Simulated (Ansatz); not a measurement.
# What NaSnF3 (model cell, started as cubic perovskite with Sn in the octahedra) distorts into, part 3 of 3

Aim: this structure of NaSnF3 (model cell, started as cubic perovskite with Sn in the octahedra) is to be tested for unstable modes, and one is followed downhill.

Ansatz 0.2.0; DFT LDA, scalar-relativistic, plane waves, PAW; PAW set soft_1.

So far. Step 5 (Energy along the mode, all amplitudes (two of the runs …): The lowest of the steps tried is at 0.32 Å, 29.2 meV/atom below the parent; the bottom of the well need not coincide with a step. Step 7 (The new phase in its own primitive cell): The largest force component left is 0.48 meV/Å and the pressure is 0.003 GPa, within the tolerances set. The cell now holds 19.58 Å³/atom. The relaxed cell has a = 4.295, c = 5.308 Å (conventional setting).

The structure was built from a prototype and need not be the compound's stable phase.

## 8. Modes of the new phase, k-mesh 6×6×4

A relaxed structure may still be a saddle point, so its zone-centre modes are computed. The response to a homogeneous field gives the Born charges and the dielectric tensor.

The input, input.yaml:

```yaml
crystal:
  lattice:
    - [4.2949952058, 0.0, 0.0]
    - [0.0, 4.2949952058, 0.0]
    - [0.0, 0.0, 5.3080624407]
  atoms:
    - { symbol: Na, position: [0.0, 0.0, 0.1739425923] }
    - { symbol: Sn, position: [0.5, 0.5, 0.4823758626] }
    - { symbol: F, position: [0.5, 0.0, 0.3644957786] }
    - { symbol: F, position: [0.5, 0.5, 0.098209215] }
    - { symbol: F, position: [0.0, 0.5, 0.3644957786] }
kpoints:
  mp_grid: { grid: [6, 6, 4] }
hamiltonian:
  xc: lda
  pseudopotentials: { kind: paw, azcp: { folder: soft_1 }, xc_functional: pbe }
scf:
  occupations: { method: fixed }
output:
  eigenvalues: true
phonons:
  method: dfpt
  dielectric: true
  rigid_motions: translations
```

Run with:

```console
$ ansatz run input.yaml --threads 4 --pin off --max-ram 16384MiB --backend cpu --events-out ev --progress --plain --runs-dir out
```

Numbers of over 12 decimals in the logs are rounded to 6 here.

Output:

```text
[...]
Crystal: 5 atoms, lattice volume = 97.918 Å³
Basis set: ecut = 420 eV, 1913 PW (Γ), exchange–correlation on 60×60×72 points (8 copies of the dense FFT grid, shifted against one another)
Bands: 27, of which v1, the nominal top of the filled ones, is band 22 counted from 1 (21 counted from 0)
Symmetry: 8 space group operations
k-points: 76 of 144 (irreducible under 1 space group operation, time reversal used)
[...]
SCF iter   1: F=—  HF=-9735.812845 eV  |F-HF|=—  |Δ(HF+E_count)|=         —  Δρ=1.38e-1  dr2=1.59e1  ethr=3.10e-3  ⟨swp⟩=4.5  Hψ=8325  notcnv=0  defer=196
[...]
SCF iter  13: F=-9730.668851 eV  HF=-9730.668851 eV  |F-HF|=1.09e-11  |Δ(HF+E_count)|=  2.40e-10  Δρ=1.31e-7  dr2=1.28e-11  ethr=1.00e-12  ⟨swp⟩=13.8  Hψ=12791  notcnv=0
SCF 1 converged in 13 iterations: F = -9730.668851 eV  dr2 = 1.28e-11
[...]
DFPT response loops at Γ: preconditioner auto → none (the input reference at scf.mixing.eps_inf says where Resta's filter doesn't serve); β = 0.50; Broyden in place of MSR1
── the response to a field inside a basis, on 6×6×6 k-points: an SCF that follows is theirs, and a resumed run solves both again ──
Bands: 23, of which v1, the nominal top of the filled ones, is band 22 counted from 1 (21 counted from 0)
k-points: 18 of 216 (time reversal used)
[...]
Eigensolver: Dense (18 Hₖ)
SCF iter   1: F=—  HF=-9730.663079 eV  |F-HF|=—  |Δ(HF+E_count)|=         —  Δρ=5.23e-4  dr2=4.94e-5  ethr=1.00e-1
[...]
SCF iter   4: F=-9730.663056 eV  HF=-9730.663056 eV  |F-HF|=6.39e-9  |Δ(HF+E_count)|=   7.54e-7  Δρ=4.16e-6  dr2=1.72e-8  ethr=4.17e-9
SCF 1 converged in 4 iterations: F = -9730.663056 eV  dr2 = 1.72e-8
[...]
WARN: field response: ε∞ stands inside a basis, on 6×6×6 points; the force constants stand on the 6×6×4 k-mesh, whose period is 13.65 times the interband length at k = (0.0000, 0.0000, -0.5000), direct gap 4.025 eV, under 14: take them and everything formed from them as unconverged, and compare with a denser kpoints.mp_grid
SCF converged after 13 iterations
Free energy (F): -9730.668851 eV
[...]
Internal energy: -9730.668851 eV  (E = F + TS)
E sigma→0 (E₀):  -9730.668851 eV
Fermi energy:    2.515912 eV
[...]
--- Band table (eV; the first three rows and the last of 76) ---
  k-point 0: bands = [... 18 lower, -1.3884, 0.0313, 0.0313, 0.6534, 6.8603, 8.7153, 9.1520, 9.1520, ... 1 higher]
  k-point 1: bands = [... 18 lower, -1.3958, 0.0213, 0.0213, 1.1419, 6.4059, 8.6610, 9.0871, 9.0871, ... 1 higher]
  k-point 2: bands = [... 18 lower, -1.4029, 0.0110, 0.0110, 1.7209, 5.7460, 9.0243, 9.0243, 9.2132, ... 1 higher]
  k-point 75: bands = [... 18 lower, -0.5426, -0.0955, -0.0955, 2.5159, 6.6753, 6.6753, 8.3138, 9.3645, ... 1 higher]
--- Phonons (Γ-DFPT): 9 representative perturbations + reference, on 76 of 144 k-points (Σ response iterations 28) ---
  k mesh reduced under 1 symmetry operation, with k and −k counted as one. Each operation leaves every solved perturbation unchanged. A smaller set is not considered because the run solves the response to a homogeneous field
  ASR residual: 7.659e-5 → 0.000e0 eV/Å²; symmetrization residual: 9.981e-6 eV/Å²
  ASR residual per site (eV/Å²): 2.67e-5 2.74e-5 7.66e-5 7.01e-5 7.66e-5
[...]
ε∞ (high-frequency dielectric tensor):
        2.697838     0.000000     0.000000
        0.000000     2.697838     0.000000
        0.000000     0.000000     2.345272
  softest optical mode at Γ: -62.57 cm⁻¹; the repairs (sum rule, projections) moved no ω² at Γ by more than (1.80 cm⁻¹)²
  Born effective charges Z* (e; rows j = field, columns β = displacement):
    site 0:
         1.18400    0.00000    0.00000
         0.00000    1.18400    0.00000
         0.00000    0.00000    0.96386
    site 1:
         3.09421    0.00000   -0.00000
         0.00000    3.09421    0.00000
         0.00000    0.00000    2.18892
    site 2:
        -0.53498    0.00000   -0.00000
         0.00000   -2.92253    0.00000
        -0.00000    0.00000   -0.60190
    site 3:
        -0.82071    0.00000   -0.00000
         0.00000   -0.82071    0.00000
        -0.00000    0.00000   -1.94899
    site 4:
        -2.92253    0.00000    0.00000
         0.00000   -0.53498    0.00000
         0.00000    0.00000   -0.60190
  Z* charge neutrality: 1.213e-3 e pre-enforcement
  solved inside a basis spanned on kpoints, on 6×6×6 k-points, its susceptibility summed on 8×8×6: ε∞ is read to err by 5.7e-3, Z* by 1.6e-2 e (field_mesh: kpoints solves on kpoints); Z* is corrected for what the basis lacks
  optical modes at Γ without the LO–TO term, one row a degenerate level:
      ω (cm⁻¹)  modes    IR ((D/Å)²/amu)
        -62.57      2             7.3573
        140.45      2             1.0785
        147.32      1             0.6854
        151.75      2             8.9048
        201.70      1             0.0000
        265.56      1             0.8536
        309.03      2            12.2693
        408.69      1             5.8172
  optical modes at Γ + LO–TO along q̂ = [1.0000, 0.0000, 0.0000]:
      ω (cm⁻¹)  modes    IR ((D/Å)²/amu)
        -62.57      1             3.6787
         63.85      1             0.2103
        140.45      1             0.5393
        141.67      1             0.0031
        147.32      1             0.6854
        151.75      1             4.4524
        201.70      1             0.0000
        222.08      1             1.3658
        265.56      1             0.8536
        309.03      1             6.1347
        408.69      1             5.8172
        424.75      1            13.2258
  optical modes at Γ + LO–TO along q̂ = [0.0000, 1.0000, 0.0000]:
      ω (cm⁻¹)  modes    IR ((D/Å)²/amu)
        -62.57      1             3.6787
         63.85      1             0.2103
[...]
265.56      1             0.8536
        309.03      1             6.1347
        408.69      1             5.8172
        424.75      1            13.2258
  optical modes at Γ + LO–TO along q̂ = [0.0000, 0.0000, 1.0000]:
      ω (cm⁻¹)  modes    IR ((D/Å)²/amu)
        -62.57      2             7.3573
        140.45      2             1.0785
        151.75      2             8.9048
        160.58      1             0.2769
        201.70      1             0.0000
        275.49      1             0.3801
        309.03      2            12.2693
        475.28      1             6.6992
```

Run time: 69 s. Hardware: 4 threads of Arm Neoverse V2, shared host; peak memory 1 GiB; 4.3 min of CPU time.

Numbers from this step:

```
sum-rule residual before enforcement                    : 7.66e-5 eV/Å²
miss of the charge sum rule                             : 0.001213 e
estimated error of the dielectric tensor                : 0.005656
estimated error of the Born charges                     : 0.01565 e
point group                                             : 4mm
highest optical mode at the zone centre (no LO-TO term) : 408.7 cm⁻¹
lowest optical zone-centre mode                         : -62.57 cm⁻¹
mean high-frequency dielectric constant                 : 2.580
largest Born charge (third of the trace)                : 2.792 e
top of the zone-centre spectrum with the field          : 475.3 cm⁻¹
```

Without the LO-TO term. Patterns of degenerate modes are one choice out of their space. Modes at Γ, with each element's share of the kinetic energy (negative means imaginary):

```tsv
mode	frequency (cm⁻¹)	symmetry	Na %	Sn %	F %
1	-62.6	E	27	0	72
2	-62.6	E	27	0	72
3	0.0	acoustic	12	60	29
4	0.0	acoustic	12	60	29
5	0.0	acoustic	12	60	29
6	140.4	E	55	2	43
7	140.4	E	55	2	43
8	147.3	A1	87	11	1
9	151.8	E	6	37	57
10	151.8	E	6	37	57
11	201.7	B1	0	0	100
12	265.6	A1	1	15	84
13	309.0	E	0	1	99
14	309.0	E	0	1	99
15	408.7	A1	0	13	86
```

Displacements in mode 2 (-62.6 cm⁻¹), the largest set to 1:
```
Na1  0.02 -0.76  0.00
Sn2  0.00  0.02  0.00
F3   0.02  0.52  0.00
F4  -0.02  1.00  0.00
F5  -0.01 -0.75  0.00
```

Displacements in mode 15 (408.7 cm⁻¹), the largest set to 1:
```
Na1  0.00  0.00 -0.04
Sn2  0.00  0.00 -0.16
F3   0.00  0.00  0.02
F4   0.00  0.00  1.00
F5   0.00  0.00  0.02
```

Optical modes at the zone centre, without and with the macroscopic field of the longitudinal modes; each column is sorted by frequency, so a row need not hold one and the same mode. Modes with and without the field, by row:

```tsv
rank among optical modes	no field (cm⁻¹)	q along (1, 0, 0) (cm⁻¹)	q along (0, 0, 1) (cm⁻¹)
1	-62.6	-62.6	-62.6
2	-62.6	63.9	-62.6
3	140.4	140.4	140.4
4	140.4	141.7	140.4
5	147.3	147.3	151.8
6	151.8	151.8	151.8
7	151.8	201.7	160.6
8	201.7	222.1	201.7
9	265.6	265.6	275.5
10	309	309	309
11	309	408.7	309
12	408.7	424.8	475.3
```

Born charge (rows field, columns displacement) (e), principal values of the symmetric part by kind of site:

```tsv
atom	atoms with these values	low	middle	high	mean
Na1	1	0.96	1.18	1.18	1.11
Sn2	1	2.19	3.09	3.09	2.79
F3	2	-2.92	-0.60	-0.54	-1.35
F4	1	-1.95	-0.82	-0.82	-1.20
```

In full for F4:

```
-0.82  0.00  0.00
 0.00 -0.82  0.00
 0.00  0.00 -1.95
```

High-frequency dielectric tensor:

```
2.70 0.00 0.00
0.00 2.70 0.00
0.00 0.00 2.35
```

Transverse modes; imaginary modes are left out. Infrared lines, with heights relative to the strongest:

```tsv
position (cm⁻¹)	label	relative intensity
140	E	8.8
147	A1	5.6
152	E	73
202	B1	0.0
266	A1	7.0
309	E	100
409	A1	47
```

Before it was imposed, the acoustic sum rule was missed by 7.7e-5 eV/Å² and the charge sum rule by 0.0012 e. Small misses are needed for a sound result but don't prove that mesh and cutoff are converged. The lowest optical mode is imaginary, 62.6i cm⁻¹, so the energy falls along it.

The log warns of the k mesh: “the force constants stand on the 6×6×4 k-mesh, whose period is 13.65 times the interband length at k = (0.0000, 0.0000, -0.5000), direct gap 4.025 eV, under 14: take them and everything formed from them as unconverged”.

## 9. Summary of results

* unstable mode of the parent: q = (0, 0, 0), 193i cm⁻¹
* depth at the lowest point sampled: 29.2 meV/atom
* largest atomic shift at that point: 0.32 Å
* space group reached (within 0.01 Å): P4mm
* energy gained over the parent (first relaxation, on the mesh of the frozen mode): 174 meV/atom
* volume per atom, phase reached: 19.6 Å³
* gap on the k-mesh, phase reached: 3.23 eV
* lowest optical zone-centre mode, phase reached: -62.6 cm⁻¹
* highest optical mode at the zone centre (no LO-TO term), phase reached: 409 cm⁻¹

**Reading.** Along this mode the structure falls into P4mm, 174 meV/atom below the parent. At the parent's cell the well is 29.25 meV/atom deep on the steps tried, with its lowest point at a shift of 0.32 Å. Relaxing atoms and cell changes the gain by +144.53 meV/atom against the lowest step (energies at zero smearing). Most of the total comes from this relaxation. The new phase still has an imaginary mode at the zone centre of its cell, so it is a saddle point on the way to a lower structure. Of the 6 patterns followed to their end from this parent, this one ends 11.0 meV/atom above the lowest, R3m. Each path keeps the symmetry of its pattern, so a lower phase may lie along a pattern not tried. With the field response the log warns that the k mesh is coarse for the force constants too, so the frequencies may not be converged. Spin-orbit coupling is left out, which can matter for the heavy elements here. The PAW files were made for PBE and serve the other functionals too. The starting cell was built on a prototype and not taken from a measurement, so the phase need not exist.

[Logs are printed without paths, hosts, clocks, repeated set-up lines and the standing remarks that a program may print on its own settings, such as how far it seeks lower states.]

[Hosts, paths, dates, database ids (printed as entryN), source tags and the programs' standing remarks are cut or masked in the printed files.]
